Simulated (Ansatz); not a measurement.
# HfSiO4 (Hafnon, I4_1/amd): lattice thermal conductivity

Aim: the lattice thermal conductivity of HfSiO4 (Hafnon) against temperature, and which phonons carry it.

Main program and level: Ansatz 0.2.0; DFT LDA, scalar-relativistic, plane waves, PAW; PAW set soft_1.

### Step 1. The structure

It takes space group I4_1/amd (No. 141, tetragonal). Conventional cell: a = 6.572 Å, b = 6.572 Å, c = 5.963 Å, α = 90.00°, β = 90.00°, γ = 90.00°. Hf has 8 O at 2.11 to 2.26 Å nearest. Nearest to Si lie 4 O at 1.62 Å. O has 1 Si at 1.62 Å and 2 Hf at 2.11 to 2.26 Å nearest. Farther neighbours and most contacts between anions are not listed.

### Step 2. Probe on a coarse mesh

Before spending time, one coarse run tells the gap and the pressure of the starting cell.

File input.yaml:

```yaml
crystal:
  lattice:
    - [-3.28625, 3.28625, 2.9816]
    - [3.28625, -3.28625, 2.9816]
    - [3.28625, 3.28625, -2.9816]
  atoms:
    - { symbol: Hf, position: [0.75, 0.25, 0.5] }
    - { symbol: Hf, position: [0.0, 0.0, 0.0] }
    - { symbol: Si, position: [0.25, 0.75, 0.5] }
    - { symbol: Si, position: [0.5, 0.5, 0.0] }
    - { symbol: O, position: [0.1353, 0.3198, 0.8155] }
    - { symbol: O, position: [0.0698, 0.7543, 0.6845] }
    - { symbol: O, position: [0.5043, 0.3198, 0.1845] }
    - { symbol: O, position: [0.0698, 0.3853, 0.3155] }
    - { symbol: O, position: [0.6147, 0.9302, 0.6845] }
    - { symbol: O, position: [0.6802, 0.8647, 0.1845] }
    - { symbol: O, position: [0.2457, 0.9302, 0.3155] }
    - { symbol: O, position: [0.6802, 0.4957, 0.8155] }
kpoints:
  mp_grid: { grid: [4, 4, 4] }
hamiltonian:
  xc: lda
  pseudopotentials: { kind: paw, azcp: { folder: soft_1 }, xc_functional: pbe }
scf:
  occupations: { method: gaussian, width: 0.1 }
  lower_state_search: "off"
output:
  forces: true
  stress: true
  eigenvalues: true
```

Run with:

```console
$ ansatz run input.yaml --threads 18 --pin off --max-ram 92160MiB --backend cuda --events-out ev --progress --plain --runs-dir out --max-vram 78GiB
```

Numbers of over 12 decimals in the logs are rounded to 6 here.

The program printed:

```text
Engine: ansatz 0.2.0, aarch64-unknown-linux-gnu
Pseudopotentials: kind: paw
Pseudopotential: Hf, paw, valence charge 26, recommended cutoff 420 eV (normal), soft_1/Hf.paw.azcp
Pseudopotential: Si, paw, valence charge 4, recommended cutoff 420 eV (normal), soft_1/Si.paw.azcp
Pseudopotential: O, paw, valence charge 6, recommended cutoff 420 eV (normal), soft_1/O.paw.azcp
Functional definition: SPW92
  exchange = slater_x
  correlation = pw_c
device memory: the entry about to start is reckoned to put 15.3 GiB on a device that reports 177.8 GiB free (of which the cap on the GPU budget leaves the run 78.0 GiB)
GPU FFT provider: cuFFT
GPU libraries: cuBLAS 13.8.1, cuFFT 12.4.0, cuSOLVER 12.3.2
GPU matrix products: emulated (plane waves: as basis.precision tells), large ones in fixed point in workspaces of 1.00 GiB
Crystal: 12 atoms, lattice volume = 128.798 Å³
Basis set: ecut = 420 eV, 2513 PW (Γ)
Bands: 66, of which v1, the nominal top of the filled ones, is band 54 counted from 1 (53 counted from 0)
Symmetry: 16 space group operations
Space group: I41/amd (ITA 141), of the structure as read, at distance tolerance 5.1e-5 Å
k-points: 13 of 64
Non-local potential: Hf, projectors of the file, l = 0: 3, l = 1: 2, l = 2: 2, l = 3: 3
Non-local potential: Si, projectors of the file, l = 0: 2, l = 1: 2, l = 2: 1
Non-local potential: O, projectors of the file, l = 0: 2, l = 1: 2, l = 2: 1
PAW form: soft (Blöchl's): semilocal exchange-correlation on the pseudo side does not see the compensation charge
PAW frozen core: Hf, regenerated for the run's functional, and the local potential with it (the file was generated under x = pbe(κ = 0.804, μ = 0.219515), c = pbe(β = 0.066725))
PAW frozen core: Si, regenerated for the run's functional, and the local potential with it (the file was generated under x = pbe(κ = 0.804, μ = 0.219515), c = pbe(β = 0.066725))
PAW frozen core: O, regenerated for the run's functional, and the local potential with it (the file was generated under x = pbe(κ = 0.804, μ = 0.219515), c = pbe(β = 0.066725))
PAW one-centre angular grid: Hf, 590 points (default); XC on 64 Gauss nodes
PAW one-centre angular grid: Si, 110 points (default); XC on 64 Gauss nodes
PAW one-centre angular grid: O, 110 points (default); XC on 64 Gauss nodes
Initial density: superposition of atomic densities (chi_scale 0.1, normalization cell, long waves kept (reshape's long-wave potential 0.03 eV rms))
Initial wavefunctions: pseudopotential atomic-orbital guess
GPU buffer pool allocated for 64000 grid points (all kernels)
GPU transforms: local potential and band sums: pruned to the plane-wave sphere, on 40×40×40
Functional: x = slater, c = lda
SCF iter   1: F=—  HF=-36641.924348 eV  |F-HF|=—  |Δ(HF+E_count)|=         —  Δρ=1.12e-1  dr2=2.50e1  ethr=3.10e-3  ⟨swp⟩=5.9  Hψ=3200  notcnv=0
preconditioner: auto → Resta (q_TF=auto, 2.649 Å⁻¹)  ε∞=4.9  [insulator: Δε(μ)=3.112 eV  Ē_g=15.880 eV  σ=0.100 eV  W_gap=1.00  n_scr=42 (ndim 8)  ℏωp=31.4 eV  f_vac=0.000  D(μ)=0.00/eV (n_scr^D=0)  ε∞_Penn≈4.9]
SCF iter   2: F=—  HF=-36636.025569 eV  |F-HF|=—  |Δ(HF+E_count)|=    5.90e0  Δρ=5.35e-2  dr2=6.50e0  ethr=3.10e-3  ⟨swp⟩=3.0  Hψ=1862  notcnv=0  defer=70
SCF iter   3: F=—  HF=-36634.145439 eV  |F-HF|=—  |Δ(HF+E_count)|=    1.88e0  Δρ=1.82e-2  dr2=7.38e-1  ethr=3.10e-3  ⟨swp⟩=3.2  Hψ=1516  notcnv=0  defer=69
SCF iter   4: F=—  HF=-36633.667710 eV  |F-HF|=—  |Δ(HF+E_count)|=   4.78e-1  Δρ=1.12e-2  dr2=1.30e-1  ethr=6.83e-4  ⟨swp⟩=3.2  Hψ=1768  notcnv=0  defer=66
SCF iter   5: F=—  HF=-36633.666259 eV  |F-HF|=—  |Δ(HF+E_count)|=   1.45e-3  Δρ=2.98e-3  dr2=8.80e-3  ethr=1.21e-4  ⟨swp⟩=2.5  Hψ=1674  notcnv=0  defer=57
SCF iter   6: F=—  HF=-36633.667017 eV  |F-HF|=—  |Δ(HF+E_count)|=   7.58e-4  Δρ=8.94e-4  dr2=8.09e-4  ethr=8.15e-6  ⟨swp⟩=2.0  Hψ=1503  notcnv=0  defer=18
automatic band count: iteration 6 solves 63 bands in place of 66: the levels show a gap, and the empty bands left out lie too high to hold charge; the band table lists the bands solved (type scf.n_extra_bands for more)
SCF iter   7: F=—  HF=-36633.666886 eV  |F-HF|=—  |Δ(HF+E_count)|=   1.31e-4  Δρ=2.85e-4  dr2=1.18e-4  ethr=7.49e-7  ⟨swp⟩=2.0  Hψ=1392  notcnv=0  defer=18
SCF iter   8: F=—  HF=-36633.666880 eV  |F-HF|=—  |Δ(HF+E_count)|=   6.22e-6  Δρ=4.53e-5  dr2=3.17e-6  ethr=1.09e-7  ⟨swp⟩=2.0  Hψ=1503  notcnv=0  defer=18
SCF iter   9: F=—  HF=-36633.667092 eV  |F-HF|=—  |Δ(HF+E_count)|=   2.12e-4  Δρ=8.75e-6  dr2=1.22e-7  ethr=2.93e-9  ⟨swp⟩=2.0  Hψ=1408  notcnv=0  defer=18
SCF iter  10: F=-36633.667092 eV  HF=-36633.667092 eV  |F-HF|=5.17e-10  |Δ(HF+E_count)|=   1.10e-8  Δρ=1.50e-6  dr2=3.36e-9  ethr=9.26e-11  ⟨swp⟩=9.5  Hψ=3513  notcnv=0
SCF 1 converged in 10 iterations: F = -36633.667092 eV  dr2 = 3.36e-9
  greatest PAW one-centre occupation: 0.999 electrons in one spin orbital (limit 2), on the Hf atom at site 1 (counted from 0), in its partial waves of l = 3
SCF converged after 10 iterations
Free energy (F): -36633.667092 eV
Harris-Foulkes:  -36633.667092 eV  (|F-HF|=5.17e-10)
Internal energy: -36633.667092 eV  (E = F + TS)
E sigma→0 (E₀):  -36633.667092 eV
Fermi energy:    11.713887 eV
--- Per-component energies (eV) ---
  E_band       = -310.406061
  E_kinetic    = 2253.266690
  E_local      = -18459.473406  (includes V_loc(G=0)·N_el)
  E_nonlocal   = 638.677720
  E_hartree    = 8547.370163
  E_xc         = -1205.770376
  E_vxc        = -1332.788449  (∫ρ·V_xc dr)
  E_paw        = -17102.191178  (= ΣΔE_a)
  E_vpaw       = -504.833498  (= ΣTr[D̂ρ^β])
  E_aug_tail   = 0.006735  (compensation charges beyond the density's cutoff)
  E_ewald      = -11311.411650
  E_core_change = 5.858209  (= ΣΔE_core)
  E_smearing   = -0.000000  (= −TS)
  E_closure    = -0.000000  (closes the sum)
  Σ components = -36633.667092   (vs F -36633.667092, Δ=0.00e0)
--- Forces (eV/Å), atoms counted from 1 ---
  atom   1  Hf     0.00000000     0.00000000     0.00000000
  atom   2  Hf    -0.00000000    -0.00000000    -0.00000000
  atom   3  Si    -0.00000000     0.00000000    -0.00000000
  atom   4  Si     0.00000000     0.00000000     0.00000000
  atom   5  O     -0.00000000    -0.19601082    -0.28036487
  atom   6  O      0.19601082    -0.00000000    -0.28036487
  atom   7  O     -0.00000000     0.19601082    -0.28036487
  atom   8  O     -0.19601082     0.00000000    -0.28036487
  atom   9  O      0.00000000     0.19601082     0.28036487
  atom  10  O      0.19601082     0.00000000     0.28036487
  atom  11  O      0.00000000    -0.19601082     0.28036487
  atom  12  O     -0.19601082     0.00000000     0.28036487
  max |Σ_I F_I| component: 5.55e-17 eV/Å
--- Stress (GPa, compression-positive) ---
       -4.662292       0.000000       0.000000
        0.000000      -4.662292      -0.000000
        0.000000       0.000000      -4.966383
  P = ⅓ Tr σ = -4.7637 GPa (-47.637 kbar)
--- Band table (eV; the first three rows and the last of 13) ---
  k-point 0: bands = [... 50 lower, 8.4996, 8.4996, 8.5223, 9.0750, 14.7470, 15.0253, 15.1474, 15.2305, ... 5 higher]
  k-point 1: bands = [... 50 lower, 8.2191, 8.3533, 8.5024, 8.8263, 14.5483, 14.6000, 15.1419, 15.2086, ... 5 higher]
  k-point 2: bands = [... 50 lower, 8.1456, 8.1456, 8.4752, 8.4752, 14.3554, 14.3554, 15.5038, 15.5038, ... 5 higher]
  k-point 12: bands = [... 50 lower, 7.9781, 7.9781, 8.1915, 8.1915, 15.2289, 15.2289, 15.6500, 15.6500, ... 5 higher]
```

The job ended after 1.1 s (1 × NVIDIA GB200 with 18 threads of Arm Neoverse V2, shared host; peak memory 1.1 GiB).

In the SCF lines HF is the Harris–Foulkes energy and dr2 the Hartree energy of the density residual, in eV; the loop may stop once dr2 is under the threshold and the program's other checks hold. Hψ counts applications of the Hamiltonian.

This step gave:

```yaml
pressure: -4.764 GPa
gap_on_the_k_mesh: 5.280 eV
volume_per_atom: 10.73 Å³/atom
```

Force by atom:

| atom | x (eV/Å) | y (eV/Å) | z (eV/Å) | size |
| --- | --- | --- | --- | --- |
| Hf1 | 0.000 | 0.000 | 0.000 | 0.000 |
| Hf2 | 0.000 | 0.000 | 0.000 | 0.000 |
| Si3 | 0.000 | 0.000 | 0.000 | 0.000 |
| Si4 | 0.000 | 0.000 | 0.000 | 0.000 |
| O5 | 0.000 | -0.196 | -0.280 | 0.342 |
| O6 | 0.196 | 0.000 | -0.280 | 0.342 |
| O7 | 0.000 | 0.196 | -0.280 | 0.342 |
| O8 | -0.196 | 0.000 | -0.280 | 0.342 |
| O9 | 0.000 | 0.196 | 0.280 | 0.342 |
| O10 | 0.196 | 0.000 | 0.280 | 0.342 |
| O11 | 0.000 | -0.196 | 0.280 | 0.342 |
| O12 | -0.196 | 0.000 | 0.280 | 0.342 |

The start is under -4.8 GPa at this level and looks like an insulator or semiconductor on this mesh.

### Step 3. Finding the static equilibrium

Phonons are second derivatives about a minimum, so cell and atoms are relaxed first, inside the symmetry of the start.

input.yaml: that of step 2 with these lines changed.

```diff
@@ -19,3 +19,3 @@
 kpoints:
-  mp_grid: { grid: [4, 4, 4] }
+  mp_grid: { grid: [6, 6, 6] }
 hamiltonian:
@@ -24,3 +24,3 @@
 scf:
-  occupations: { method: gaussian, width: 0.1 }
+  occupations: { method: gaussian, width: 0.02 }
   lower_state_search: "off"
@@ -30 +30,6 @@
   eigenvalues: true
+relax:
+  adjacent_minimum: "off"
+  f_tol: 0.005
+  max_steps: 80
+  cell: { stress_tol: 0.05 }
```

The program printed:

```text
[...]
Crystal: 12 atoms, lattice volume = 128.798 Å³
Basis set: ecut = 420 eV, 2513 PW (Γ)
Bands: 66, of which v1, the nominal top of the filled ones, is band 54 counted from 1 (53 counted from 0)
Symmetry: 16 space group operations
[...]
k-points: 30 of 216
[...]
SCF iter   1: F=—  HF=-36641.924709 eV  |F-HF|=—  |Δ(HF+E_count)|=         —  Δρ=1.12e-1  dr2=2.50e1  ethr=3.10e-3  ⟨swp⟩=6.1  Hψ=7463  notcnv=0
[...]
SCF iter   2: F=—  HF=-36636.026236 eV  |F-HF|=—  |Δ(HF+E_count)|=    5.90e0  Δρ=5.35e-2  dr2=6.50e0  ethr=3.10e-3  ⟨swp⟩=3.0  Hψ=4260  notcnv=0  defer=180
[...]
SCF iter  10: F=-36633.667046 eV  HF=-36633.667046 eV  |F-HF|=3.93e-10  |Δ(HF+E_count)|=   1.09e-8  Δρ=1.51e-6  dr2=3.10e-9  ethr=9.26e-11  ⟨swp⟩=12.5  Hψ=9542  notcnv=0
SCF 1 converged in 10 iterations: F = -36633.667046 eV  dr2 = 3.10e-9
[...]
relax step   1: F+E_penalty+E_count = -36633.66704565 eV  Δ(F+E_penalty+E_count) = +0.000e0 eV  max|allowed force component| = 2.804e-1 eV/Å  Δτ_max = 0.0000 Å  P = -4.764 GPa  Ω = 128.798 Å³  (10 SCF iters, dr2 threshold 1.00e-7 eV, accepted)
[...]
Crystal: 12 atoms, lattice volume = 125.474 Å³
Basis set: ecut = 420 eV, 2441 PW (Γ)
[...]
iter 1 solved again at ethr=4.53e-5 eV; its pass at ethr=3.10e-3 eV (dr2=4.89e-2 eV) is discarded
[...]
SCF iter   2: F=—  HF=-36633.733945 eV  |F-HF|=—  |Δ(HF+E_count)|=   1.32e-2  Δρ=2.06e-3  dr2=1.12e-2  ethr=4.53e-5  ⟨swp⟩=2.9  Hψ=3165  notcnv=0
[...]
SCF 2 converged in 7 iterations: F = -36633.729181 eV  dr2 = 2.31e-7
[...]
relax step   6: F+E_penalty+E_count = -36633.73359657 eV  Δ(F+E_penalty+E_count) = -6.524e-5 eV  max|allowed force component| = 4.976e-3 eV/Å  Δτ_max = 0.0004 Å  P = +0.026 GPa  Ω = 126.108 Å³  energy of the carried Pulay correction = +1.135e-2 eV  (4 SCF iters, dr2 threshold 4.11e-8 eV, accepted)
[...]
relax step   7: F+E_penalty+E_count = -36633.72344140 eV  Δ(F+E_penalty+E_count) = +1.016e-2 eV  max|allowed force component| = 5.104e-3 eV/Å  Δτ_max = 0.0000 Å  P = -0.114 GPa  Ω = 126.108 Å³  stress off target by 1.22e-1 GPa  SCF on the basis re-selected at this cell (its energy is not comparable with the rows above)  (6 SCF iters)
[...]
relax step   8: F+E_penalty+E_count = -36633.72370889 eV  Δ(F+E_penalty+E_count) = -2.675e-4 eV  max|allowed force component| = 1.917e-4 eV/Å  Δτ_max = 0.0002 Å  P = -0.002 GPa  Ω = 126.051 Å³  energy of the carried Pulay correction = +2.421e-4 eV  (5 SCF iters, dr2 threshold 3.75e-8 eV, accepted)
[...]
relax step   9: F+E_penalty+E_count = -36633.72357651 eV  Δ(F+E_penalty+E_count) = +1.324e-4 eV  max|allowed force component| = 2.181e-4 eV/Å  Δτ_max = 0.0000 Å  P = -0.003 GPa  Ω = 126.051 Å³  stress off target by 3.80e-3 GPa  SCF on the basis re-selected at this cell (its energy is not comparable with the rows above)  (6 SCF iters)
[...]
atom   4  Si     0.00000000    -0.00000000     0.00000000
  atom   5  O     -0.00000000     0.00002225     0.00021807
  atom   6  O     -0.00002225     0.00000000     0.00021807
  atom   7  O     -0.00000000    -0.00002225     0.00021807
  atom   8  O      0.00002225    -0.00000000     0.00021807
  atom   9  O      0.00000000    -0.00002225    -0.00021807
  atom  10  O     -0.00002225     0.00000000    -0.00021807
  atom  11  O      0.00000000     0.00002225    -0.00021807
  atom  12  O      0.00002225     0.00000000    -0.00021807
  max |Σ_I F_I| component: 2.39e-18 eV/Å
--- Stress (GPa, compression-positive) ---
       -0.003127       0.000000       0.000000
        0.000000      -0.003127      -0.000000
        0.000000      -0.000000      -0.003801
  P = ⅓ Tr σ = -0.0034 GPa (-0.034 kbar)
--- Band table (eV; the first three rows and the last of 30) ---
  k-point 0: bands = [... 50 lower, 8.8203, 8.8434, 8.8434, 9.3802, 15.2282, 15.5544, 15.5735, 15.7260, ... 5 higher]
  k-point 1: bands = [... 50 lower, 8.6127, 8.7185, 8.8413, 9.2576, 15.1119, 15.2773, 15.6056, 15.6985, ... 5 higher]
  k-point 2: bands = [... 50 lower, 8.4868, 8.6182, 8.7656, 8.9716, 14.9149, 14.9178, 15.6995, 15.7527, ... 5 higher]
  k-point 29: bands = [... 50 lower, 8.2756, 8.2756, 8.5324, 8.5324, 15.7544, 15.7544, 16.1267, 16.1267, ... 5 higher]
--- Relaxed structure (7 steps of the walk, 7 accepted, 2 SCFs on fresh bases) ---
  F+E_penalty+E_count = -36633.72357651 eV   max|allowed force component| = 2.181e-4 eV/Å   (the final SCF, on the basis selected at the relaxed cell)
  cell:  # Å, volume = 126.0508 Å³
    - [-3.261965, 3.261965, 2.961604]
    - [3.261965, -3.261965, 2.961604]
    - [3.261965, 3.261965, -2.961604]
  atoms:
    - { symbol: Hf, position: [0.75, 0.25, 0.500000] }
    - { symbol: Hf, position: [0, 0, 0] }
    - { symbol: Si, position: [0.25, 0.75, 0.500000] }
    - { symbol: Si, position: [0.500000, 0.500000, 0] }
    - { symbol: O, position: [0.133001, 0.318057, 0.814943] }
    - { symbol: O, position: [0.068057, 0.753114, 0.685057] }
    - { symbol: O, position: [0.503114, 0.318057, 0.185057] }
    - { symbol: O, position: [0.068057, 0.383001, 0.314943] }
    - { symbol: O, position: [0.616999, 0.931943, 0.685057] }
    - { symbol: O, position: [0.681943, 0.866999, 0.185057] }
    - { symbol: O, position: [0.246886, 0.931943, 0.314943] }
    - { symbol: O, position: [0.681943, 0.496886, 0.814943] }
```

Run time: 8.3 s. Hardware: 1 × NVIDIA GB200 with 18 threads; peak memory 1.1 GiB.

The steps of the relaxation:

| step | energy less that of the first step (eV) | largest force component (eV/Å) | pressure (GPa) | volume (Å³) |
| --- | --- | --- | --- | --- |
| 1 | 0.0000 | 0.2804 | -4.76 | 128.80 |
| 2 | -0.0621 | 0.1693 | 1.12 | 125.47 |
| 3 | -0.0660 | 0.0293 | -0.16 | 126.18 |
| 4 | -0.0664 | 0.0125 | -0.04 | 126.13 |
| 5 | -0.0665 | 0.0195 | 0.06 | 126.11 |
| 6 | -0.0666 | 0.0050 | 0.03 | 126.11 |
| 7 | -0.0564 | 0.0051 | -0.11 | 126.11 |
| 8 | -0.0567 | 0.0002 | 0.00 | 126.05 |
| 9 | -0.0565 | 0.0002 | 0.00 | 126.05 |

The log counts 2 steps on a newly chosen plane-wave basis, not all of them marked here; energy and pressure can jump at such steps.

The run keeps the 16 symmetry operations that it works with, so distortions that break them were not tested.

| conventional cell, symmetrised | before | after | change |
| --- | --- | --- | --- |
| a (Å) | 6.572 | 6.524 | -0.7 % |
| b (Å) | 6.572 | 6.524 | -0.7 % |
| c (Å) | 5.963 | 5.923 | -0.7 % |
| volume (Å³/atom) | 10.73 | 10.50 | -2.1 % |

The atoms that moved most (Å, as changes of fractional coordinates times the final cell):

| atom | dx | dy | dz | length |
| --- | --- | --- | --- | --- |
| O10 | 0.004 | 0.000 | 0.010 | 0.011 |
| O9 | 0.000 | 0.004 | 0.010 | 0.011 |
| O11 | 0.000 | -0.004 | 0.010 | 0.011 |
| O12 | -0.004 | 0.000 | 0.010 | 0.011 |
| O7 | 0.000 | 0.004 | -0.010 | 0.011 |
| O8 | -0.004 | 0.000 | -0.010 | 0.011 |
| O5 | 0.000 | -0.004 | -0.010 | 0.011 |
| O6 | 0.004 | 0.000 | -0.010 | 0.011 |

This step gave:

- pressure: -0.003352 GPa
- gap on the k-mesh: 5.424 eV
- volume per atom: 10.50 Å³/atom

The relaxation ends with a largest force component of 2.2e-4 eV/Å and a pressure of 0.00 GPa.

### Step 4. Relaxing to small residual forces and stress

The thresholds are tightened for a last relaxation ahead of the phonons, and where mesh or smearing change with them the cell follows.

File input.yaml:

```yaml
crystal:
  lattice:
    - [-3.2619649915, 3.2619649915, 2.9616037083]
    - [3.2619649915, -3.2619649915, 2.9616037083]
    - [3.2619649915, 3.2619649915, -2.9616037083]
  atoms:
    - { symbol: Hf, position: [0.75, 0.25, 0.5] }
    - { symbol: Hf, position: [0.0, 0.0, 0.0] }
    - { symbol: Si, position: [0.25, 0.75, 0.5] }
    - { symbol: Si, position: [0.5, 0.5, 0.0] }
    - { symbol: O, position: [0.1330008516, 0.3180574533, 0.8149433983] }
    - { symbol: O, position: [0.0680574533, 0.7531140549, 0.6850566017] }
    - { symbol: O, position: [0.5031140549, 0.3180574533, 0.1850566017] }
    - { symbol: O, position: [0.0680574533, 0.3830008516, 0.3149433983] }
    - { symbol: O, position: [0.6169991484, 0.9319425467, 0.6850566017] }
    - { symbol: O, position: [0.6819425467, 0.8669991484, 0.1850566017] }
    - { symbol: O, position: [0.2468859451, 0.9319425467, 0.3149433983] }
    - { symbol: O, position: [0.6819425467, 0.4968859451, 0.8149433983] }
kpoints:
  mp_grid: { grid: [6, 6, 6] }
hamiltonian:
  xc: lda
  pseudopotentials: { kind: paw, azcp: { folder: soft_1 }, xc_functional: pbe }
scf:
  occupations: { method: fixed }
  lower_state_search: "off"
output:
  forces: true
  stress: true
  eigenvalues: true
relax:
  adjacent_minimum: "off"
  f_tol: 0.001
  max_steps: 60
  cell: { stress_tol: 0.01 }
```

The program printed:

```text
[...]
Crystal: 12 atoms, lattice volume = 126.051 Å³
Basis set: ecut = 420 eV, 2441 PW (Γ)
Bands: 66, of which v1, the nominal top of the filled ones, is band 54 counted from 1 (53 counted from 0)
Symmetry: 16 space group operations
[...]
k-points: 30 of 216
[...]
- { symbol: Si, position: [0.5, 0.5, 0.0] }
    - { symbol: O, position: [0.133001, 0.318057, 0.814943] }
    - { symbol: O, position: [0.068057, 0.753114, 0.685056601675] }
    - { symbol: O, position: [0.503114, 0.318057, 0.185057] }
    - { symbol: O, position: [0.068057, 0.383001, 0.314943398325] }
    - { symbol: O, position: [0.616999, 0.931942546725, 0.685056601675] }
    - { symbol: O, position: [0.681943, 0.866999, 0.185057] }
    - { symbol: O, position: [0.246886, 0.931942546725, 0.314943] }
    - { symbol: O, position: [0.681942546725, 0.496886, 0.814943] }
[key lines of the parts left out:]
SCF converged after 6 iterations
P = ⅓ Tr σ = -0.0034 GPa (-0.034 kbar)
```

Wall time 2.4 s (1 × NVIDIA GB200 with 18 threads); peak memory 1.2 GiB.

Little changed from the start: no atom moved by 0.005 Å and no cell edge by 0.1 %.

Numbers from this step:

```
pressure : -0.003353 GPa
```

The residual pressure is -0.0034 GPa, small enough for phonons.

(Part 1 of 3 ends here.)

[Logs are printed without paths, hosts, clocks, repeated set-up lines and the standing remarks that a program may print on its own settings, such as how far it seeks lower states.]

[Hosts, paths, dates, database ids (printed as entryN), source tags and the programs' standing remarks are cut or masked in the printed files.]

[A step with changed settings may run another functional than the one named; its input shows which.]

[Pressures of single members of a volume series are the stress at the run's cutoff; with an incomplete basis they can lie off −dE/dV of the same runs, and they are not shown converged.]
